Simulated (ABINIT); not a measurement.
# AlN (P6_3mc): G0W0 in ABINIT against the bands in the self-energy

How does the gap of AlN (P6_3mc) converge in the bands in the self-energy?

Program: ABINIT 10.8.3. Level of theory: LDA and many-body steps on it, plane waves. Results are calculated unless marked as measured.

The database entry behind the starting cell differs from later determinations by our own check (inner coordinate u about 0.002 short), so it need not match the best structure at ambient conditions.

**1. Starting point**

The structure is hexagonal, space group P6_3mc (No. 186). The conventional cell has a = 3.113 Å, b = 3.113 Å, c = 4.981 Å, α = 90.00°, β = 90.00°, γ = 120.00°. Al has 4 N at 1.89 Å nearest. Nearest to N lie 4 Al at 1.89 Å. Farther neighbours and most contacts between anions are not listed.

The cell and positions come from the Crystallography Open Database and are kept as given unless a step says otherwise.

**2. Screening, 3×3×2 mesh, 132 bands, screening to 217.7 eV**

This step: ABINIT 10.8.3; RPA screening on LDA, plane waves, norm-conserving pseudopotentials.

The RPA dielectric matrix is built and inverted for each q.

run.abi

```
acell 3*1.0 Angstrom
rprim 
  3.113000000011 -0.000000000003 0.000000000000
  -1.556500000003 2.695937081992 0.000000000000
  0.000000000000 0.000000000000 4.981000000000
ntypat 2
znucl 13 7
natom 4
typat 1 1 2 2
xred 
  0.333333333333 0.666666666667 0.000000000000
  0.666666666667 0.333333333333 0.500000000000
  0.333333333333 0.666666666667 0.380000000000
  0.666666666667 0.333333333333 0.880000000000
pp_dirpath "pseudos"
pseudos "Al.upf, N.upf"
ecut 36
ngkpt 3 3 2
nshiftk 1
shiftk 0 0 0
kptopt 1
chksymbreak 0
istwfk *1
occopt 1
irdwfk 1
optdriver 3
nband 132
ecuteps 8
inclvkb 2
awtr 1
symchi 1
indata_prefix "in"
outdata_prefix "out"
tmpdata_prefix "tmp"
```

Command:

```console
$ OMP_NUM_THREADS=1 mpirun -n 4 abinit run.abi > log
```

Log:

```text
.Version 10.8.3 of ABINIT. v10.8.2 released Aug 2026.

 Symmetries : space group P6_3 m c (#186); Bravais hP (primitive hexag.)
[... echo of the input left out ...]
== DATASET  1 ==================================================================
-   mpi_nproc: 4, omp_nthreads: 1 (-1 if OMP is not activated)

--- !DatasetInfo
iteration_state: {dtset: 1, }
dimensions: {natom: 4, nkpt: 6, mband: 132, nsppol: 1, nspinor: 1, nspden: 1, mpw: 2934, }
cutoff_energies: {ecut:  36.0, pawecutdg:  -1.0, }
electrons: {nelect:   1.60000000E+01, charge:   0.00000000E+00, occopt:   1.00000000E+00, tsmear:   1.00000000E-02, }

 SCREENING: Calculation of the susceptibility and dielectric matrices

 Based on a program developped by R.W. Godby, V. Olevano, G. Onida, and L. Reining.
 Incorporated in ABINIT by V. Olevano, G.-M. Rignanese, and M. Torrent.
.Using double precision arithmetic ; gwpc =  8

[... cell and pseudopotentials left out ...]
--------------------------------------------------------------------------------

 ==== K-mesh for the wavefunctions ====
 Number of points in the irreducible wedge :     6
[... list of points left out ...]
 Together with 12 symmetry operations and time-reversal symmetry
 yields    18 points in the full Brillouin Zone.

 ==== Q-mesh for the screening function ====
 Number of points in the irreducible wedge :     6
[... list of points left out ...]
 Together with 12 symmetry operations and time-reversal symmetry
 yields    18 points in the full Brillouin Zone.

 setmesh: FFT mesh size selected  =    24x   24x   40
          total number of points  =        23040

 vcoul_init : cutoff-mode = AUXILIARY_FUNCTION
 q-points for optical limit:   1
     1)      0.000010    0.000020    0.000030

- screening: taking advantage of time-reversal symmetry
- Maximum band index for partially occupied states nbvw = 8
- Remaining bands to be divided among processors   nbcw = 124
- Number of bands treated by each node ~31

 Number of electrons calculated from density =   16.0000; Expected =   16.0000
 average of density, n =  0.056718
 r_s =    1.6146
 omega_plasma =   22.9728 [eV]

 calculating chi0 at frequencies [eV] :
  1    0.000000E+00    0.000000E+00
  2    0.000000E+00    2.297283E+01

--------------------------------------------------------------------------------
  q-point number  1        q = ( 0.000000, 0.000000, 0.000000) [r.l.u.]
--------------------------------------------------------------------------------
[... chi0 elements left out ...]
 For q-point:  0.000010 0.000020 0.000030
  dielectric constant =   4.9804
  dielectric constant without local fields =   5.4739

  Average fulfillment of the sum rule on Im[epsilon] for q-point    1 :     84.75  [%]
[... wings left out ...]
  q-point number  2        q = ( 0.333333, 0.000000, 0.000000) [r.l.u.]
--------------------------------------------------------------------------------
[... chi0 elements left out ...]
  Average fulfillment of the sum rule on Im[epsilon] for q-point    2 :     88.00  [%]

 [... 4 further q-points ...]
```

Elapsed: 12 s, on 4 MPI ranks of Arm Neoverse V1, shared host; peak memory 0.64 GiB; 46 s of CPU time.

This step gave:

```yaml
eps_infinity_with_local_fields_on_this_mesh_along_the_program_s_q_direction: 4.980
the_same_without_local_fields: 5.474
plasma_frequency: 22.97 eV
plane_waves_in_the_screening_matrix: 311
```

Local fields lower ε∞ by 9 %. On a Γ-centred mesh this coarse the value itself is usually too large, while a short band sum pulls it down.

**3. 16 bands**

This step: G0W0 on LDA, plane waves, norm-conserving pseudopotentials.

run.abi, as its differences from that of step 2:

```diff
@@ -25,8 +25,15 @@
 irdwfk 1
-optdriver 3
-nband 132
+optdriver 4
+nband 16
+gwcalctyp 0
+ecutsigx 36
+symsigma 1
+nkptgw 1
+kptgw 
+  0.0000000000 0.0000000000 0.0000000000
+bdgw 
+  6 10
 ecuteps 8
-inclvkb 2
-awtr 1
-symchi 1
+irdscr 1
+ppmodel 1
 indata_prefix "in"
```

Log:

```text
.Version 10.8.3 of ABINIT. v10.8.2 released Aug 2026.

 Symmetries : space group P6_3 m c (#186); Bravais hP (primitive hexag.)
[... echo of the input left out ...]
== DATASET  1 ==================================================================
-   mpi_nproc: 4, omp_nthreads: 1 (-1 if OMP is not activated)

--- !DatasetInfo
iteration_state: {dtset: 1, }
dimensions: {natom: 4, nkpt: 6, mband: 16, nsppol: 1, nspinor: 1, nspden: 1, mpw: 2934, }
cutoff_energies: {ecut:  36.0, pawecutdg:  -1.0, }
electrons: {nelect:   1.60000000E+01, charge:   0.00000000E+00, occopt:   1.00000000E+00, tsmear:   1.00000000E-02, }

 SIGMA: Calculation of the GW corrections

 Based on a program developped by R.W. Godby, V. Olevano, G. Onida, and L. Reining.
 Incorporated in ABINIT by V. Olevano, G.-M. Rignanese, and M. Torrent.
.Using double precision arithmetic ; gwpc =  8

[... cell and pseudopotentials left out ...]
--------------------------------------------------------------------------------

 ==== K-mesh for the wavefunctions ====
 Number of points in the irreducible wedge :     6
[... list of points left out ...]
 Together with 12 symmetry operations and time-reversal symmetry
 yields    18 points in the full Brillouin Zone.

 ==== Q-mesh for screening function ====
 Number of points in the irreducible wedge :     6
[... list of points left out ...]
 Together with 12 symmetry operations and time-reversal symmetry
 yields    18 points in the full Brillouin Zone.

 vcoul_init : cutoff-mode = AUXILIARY_FUNCTION
 q-points for optical limit:   1
     1)      0.000010    0.000020    0.000030
 setmesh: FFT mesh size selected  =    27x   27x   54
          total number of points  =        39366

 Number of electrons calculated from density =   16.0000; Expected =   16.0000
 average of density, n =  0.056718
 r_s =    1.6146
 omega_plasma =   22.9728 [eV]

 === KS Band Gaps ===
  >>>> For spin  1
   Minimum direct gap =   4.2550 [eV], located at k-point      :   0.0000  0.0000  0.0000
   Fundamental gap    =   4.2550 [eV], Top of valence bands at :   0.0000  0.0000  0.0000
                                       Bottom of conduction at :   0.0000  0.0000  0.0000
 SIGMA fundamental parameters:
 PLASMON POLE MODEL  1
 number of plane-waves for SigmaX                 2863
 number of plane-waves for SigmaC and W            311
 number of plane-waves for wavefunctions          2863
 number of bands                                    16
 number of independent spin polarizations            1
 number of spinorial components                      1
 number of k-points in IBZ                           6
 number of q-points in IBZ                           6
 number of symmetry operations                      12
 number of k-points in BZ                           18
 number of q-points in BZ                           18
 number of frequencies for dSigma/dE                 9
 frequency step for dSigma/dE [eV]                0.25
 number of omega for Sigma on real axis              0
 max omega for Sigma on real axis  [eV]           0.00
 zcut for avoiding poles [eV]                     0.10

 EPSILON^-1 parameters (SCR file):
 dimension of the eps^-1 matrix on file            311
 dimension of the eps^-1 matrix used               311
 number of plane-waves for wavefunctions          2863
 number of bands                                   132
 number of q-points in IBZ                           6
 number of frequencies                               2
 number of real frequencies                          1
 number of imag frequencies                          1

 matrix elements of self-energy operator (all in [eV])

 Perturbative Calculation

--- !SelfEnergy_ee
iteration_state: {dtset: 1, }
kpoint     : [   0.000,    0.000,    0.000, ]
spin       : 1
KS_gap     :    4.255
QP_gap     :    5.436
Delta_QP_KS:    1.181
data: !SigmaeeData |
     Band     E0 <VxcDFT>   SigX SigC(E0)      Z dSigC/dE  Sig(E)    E-E0       E
        6   5.481 -16.826 -20.889   4.753   0.802  -0.248 -16.273   0.553   6.034
        7   5.481 -16.826 -20.889   4.753   0.802  -0.248 -16.273   0.553   6.034
        8   5.659 -16.916 -20.711   4.660   0.804  -0.244 -16.221   0.695   6.354
        9   9.914 -12.734  -7.790  -2.681   0.830  -0.205 -10.857   1.877  11.791
       10  12.222 -11.070  -5.601  -2.803   0.847  -0.180  -8.812   2.258  14.480

== END DATASET(S) ==============================================================
================================================================================

 -outvars: echo values of variables after computation  --------
           etotal      0.0000000000E+00
            nband          16
             nkpt           6
          spgroup         186
 [... the other variables as echoed above ...]

 Calculation completed.
```

Wall time 2.8 s (4 MPI ranks); peak memory 0.12 GiB; 11 s of CPU time.

Numbers from this step:

```yaml
g0w0_gap_on_the_points_computed: 5.437 eV
starting_gap_on_the_mesh: 4.255 eV
k_of_the_valence_top: 0, 0, 0
k_of_the_conduction_bottom: 0, 0, 0
z_at_the_valence_top: 0.804
z_at_the_conduction_bottom: 0.83
least_direct_g0w0_gap_on_the_computed_points: 5.437 eV
```

**4. 19 bands**

run.abi, as its differences from that of step 3:

```diff
@@ -26,3 +26,3 @@
 optdriver 4
-nband 16
+nband 19
 gwcalctyp 0
```

Log:

```text
.Version 10.8.3 of ABINIT. v10.8.2 released Aug 2026.

 Symmetries : space group P6_3 m c (#186); Bravais hP (primitive hexag.)
[... echo of the input left out ...]
== DATASET  1 ==================================================================
-   mpi_nproc: 4, omp_nthreads: 1 (-1 if OMP is not activated)

--- !DatasetInfo
iteration_state: {dtset: 1, }
dimensions: {natom: 4, nkpt: 6, mband: 19, nsppol: 1, nspinor: 1, nspden: 1, mpw: 2934, }
cutoff_energies: {ecut:  36.0, pawecutdg:  -1.0, }
electrons: {nelect:   1.60000000E+01, charge:   0.00000000E+00, occopt:   1.00000000E+00, tsmear:   1.00000000E-02, }

 SIGMA: Calculation of the GW corrections

 Based on a program developped by R.W. Godby, V. Olevano, G. Onida, and L. Reining.
 Incorporated in ABINIT by V. Olevano, G.-M. Rignanese, and M. Torrent.
.Using double precision arithmetic ; gwpc =  8

[... cell and pseudopotentials left out ...]
--------------------------------------------------------------------------------

 ==== K-mesh for the wavefunctions ====
 Number of points in the irreducible wedge :     6
[... list of points left out ...]
 Together with 12 symmetry operations and time-reversal symmetry
 yields    18 points in the full Brillouin Zone.

 ==== Q-mesh for screening function ====
 Number of points in the irreducible wedge :     6
[... list of points left out ...]
 Together with 12 symmetry operations and time-reversal symmetry
 yields    18 points in the full Brillouin Zone.

 vcoul_init : cutoff-mode = AUXILIARY_FUNCTION
 q-points for optical limit:   1
     1)      0.000010    0.000020    0.000030
 setmesh: FFT mesh size selected  =    27x   27x   54
          total number of points  =        39366

 Number of electrons calculated from density =   16.0000; Expected =   16.0000
[...]
number of q-points in IBZ                           6
 number of symmetry operations                      12
 number of k-points in BZ                           18
 number of q-points in BZ                           18
 number of frequencies for dSigma/dE                 9
 frequency step for dSigma/dE [eV]                0.25
 number of omega for Sigma on real axis              0
 max omega for Sigma on real axis  [eV]           0.00
 zcut for avoiding poles [eV]                     0.10

 EPSILON^-1 parameters (SCR file):
 dimension of the eps^-1 matrix on file            311
 dimension of the eps^-1 matrix used               311
 number of plane-waves for wavefunctions          2863
 number of bands                                   132
 number of q-points in IBZ                           6
 number of frequencies                               2
 number of real frequencies                          1
 number of imag frequencies                          1

 matrix elements of self-energy operator (all in [eV])

 Perturbative Calculation

--- !SelfEnergy_ee
iteration_state: {dtset: 1, }
kpoint     : [   0.000,    0.000,    0.000, ]
spin       : 1
KS_gap     :    4.255
QP_gap     :    5.425
Delta_QP_KS:    1.170
data: !SigmaeeData |
     Band     E0 <VxcDFT>   SigX SigC(E0)      Z dSigC/dE  Sig(E)    E-E0       E
        6   5.481 -16.826 -20.889   4.594   0.799  -0.251 -16.402   0.424   5.905
        7   5.481 -16.826 -20.889   4.594   0.799  -0.251 -16.402   0.424   5.905
        8   5.659 -16.916 -20.711   4.462   0.801  -0.249 -16.382   0.534   6.193
        9   9.914 -12.734  -7.790  -2.881   0.826  -0.211 -11.030   1.704  11.618
       10  12.222 -11.070  -5.601  -3.242   0.838  -0.193  -9.204   1.866  14.087

== END DATASET(S) ==============================================================
================================================================================

 -outvars: echo values of variables after computation  --------
           etotal      0.0000000000E+00
            nband          19
             nkpt           6
          spgroup         186
 [... the other variables as echoed above ...]

 Calculation completed.
```

Wall time 3 s (4 MPI ranks); peak memory 0.12 GiB; 12 s of CPU time.

Numbers from this step:

```yaml
g0w0_gap_on_the_points_computed: 5.425 eV
starting_gap_on_the_mesh: 4.255 eV
k_of_the_valence_top: 0, 0, 0
k_of_the_conduction_bottom: 0, 0, 0
z_at_the_valence_top: 0.801
z_at_the_conduction_bottom: 0.826
least_direct_g0w0_gap_on_the_computed_points: 5.425 eV
```

(Part 1 of 2 ends here.)

[Paths, hosts, dates, memory and timing lines, banners, echoed tables and standing remarks are left out of the program output.]

[Logs are printed without paths, hosts, clocks, repeated set-up lines and the standing remarks that a program may print on its own settings, such as how far it seeks lower states.]

[Runs of the session that timed out or met a known fault of the program may be left out.]

[No measured gap is set beside runs whose start may be inverted or whose files or cutoffs have a known fault.]

[Hosts, paths, dates, database ids (printed as entryN), source tags and the programs' standing remarks are cut or masked in the printed files.]

[G0W0 gaps are taken among the corrected bands and points alone; a level outside them can change the order at an edge.]

[Where Ansatz stands beside ABINIT at settings called matched, ABINIT's density can come from a denser mesh and the files from another edition; pairs whose starting gaps differed by over 0.03 eV were left out, so agreement reads better than it is.]
